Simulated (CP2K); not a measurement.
Consider acetylpyrazine at its PBE geometry (Å).

```xyz
15

C    -2.2320    1.0840   -0.4420
C    -1.5541   -0.2605   -0.4695
O    -2.1345   -1.2878   -0.8179
C    -0.1034   -0.3238   -0.0618
C     0.5902   -1.5452   -0.0939
N     1.8882   -1.6398    0.2313
C     2.4860   -0.4918    0.5931
C     1.7968    0.7255    0.6400
N     0.4998    0.8195    0.3145
H    -2.1701    1.5270    0.5617
H    -1.7089    1.7834   -1.1097
H    -3.2750    0.9676   -0.7503
H     0.0706   -2.4565   -0.3924
H     3.5456   -0.5478    0.8530
H     2.3008    1.6459    0.9440
```

Method: CP2K XAS_TDP, all-electron GAPW, PBEh(45%), aug-cc-pVDZ, TDA, GW2X-corrected core level, no relativity.

Question: Predict the bright core excitations at the C K edge.

Leading lines: C1 290.91 eV, C2 288.06 eV, C4 286.73 eV, C5 287.03 eV, C7 287.02 eV and C8 287.32 eV. The leading line of an atom is its first one with 35 % of the strongest within 2.5 eV of its lowest line over the strength cut. Core ionisation energies at this level: C5 293.43, C8 293.40, C4 293.10, C7 293.46, C1 292.50 and C2 295.31 eV.

The first six lines of each atom with a strength over 0.0015:

```tsv
atom	energy (eV)	states	strength, one atom	above the computed threshold
C1 (bonded to C and 3 H)	290.46	1	0.0044	
	290.91	1	0.0140	
	291.29	1	0.0198	
	291.56	1	0.0069	
	291.79	1	0.0025	
	292.33	1	0.0044	
C2 (bonded to 2 C and O)	288.06	1	0.0608	
	291.95	1	0.0036	
	292.92	1	0.0087	
	294.64	1	0.0018	
	295.21	1	0.0042	
	295.70	1	0.0018	yes
C4 (bonded to 2 C and N)	286.73	1	0.0392	
	290.49	1	0.0175	
	292.81	1	0.0015	
	293.13	1	0.0033	yes
	293.31	1	0.0039	yes
	293.48	1	0.0024	yes
C5 (bonded to C, N and H)	287.03	1	0.0555	
	291.73	1	0.0065	
	292.41	1	0.0072	
	292.88	1	0.0023	
	293.05	1	0.0029	
	294.27	1	0.0082	yes
C7 (bonded to C, N and H)	287.02	1	0.0510	
	289.10	1	0.0021	
	291.25	1	0.0129	
	291.89	1	0.0072	
	292.35	1	0.0035	
	292.82	1	0.0023	
C8 (bonded to C, N and H)	287.32	1	0.0504	
	288.61	1	0.0031	
	291.15	1	0.0128	
	291.89	1	0.0057	
	292.27	1	0.0032	
	293.33	1	0.0021
```

Lines are vertical, at one geometry, with no vibrational structure. GW2X ionisation energies and lines can be off by 1 to 2 eV either way, and a good line position may hide errors that cancel. These values hold no scalar relativity, about 0.1 eV for C 1s. Rydberg lines, and the discretised continuum above threshold, depend on the basis and the box.

[Banner, clock and machine lines of the logs are left out without a mark of their own.]

[Logs are printed without paths, hosts, clocks, repeated set-up lines and the standing remarks that a program may print on its own settings, such as how far it seeks lower states.]

[Hosts, paths, dates, database ids (printed as entryN), source tags and the programs' standing remarks are cut or masked in the printed files.]
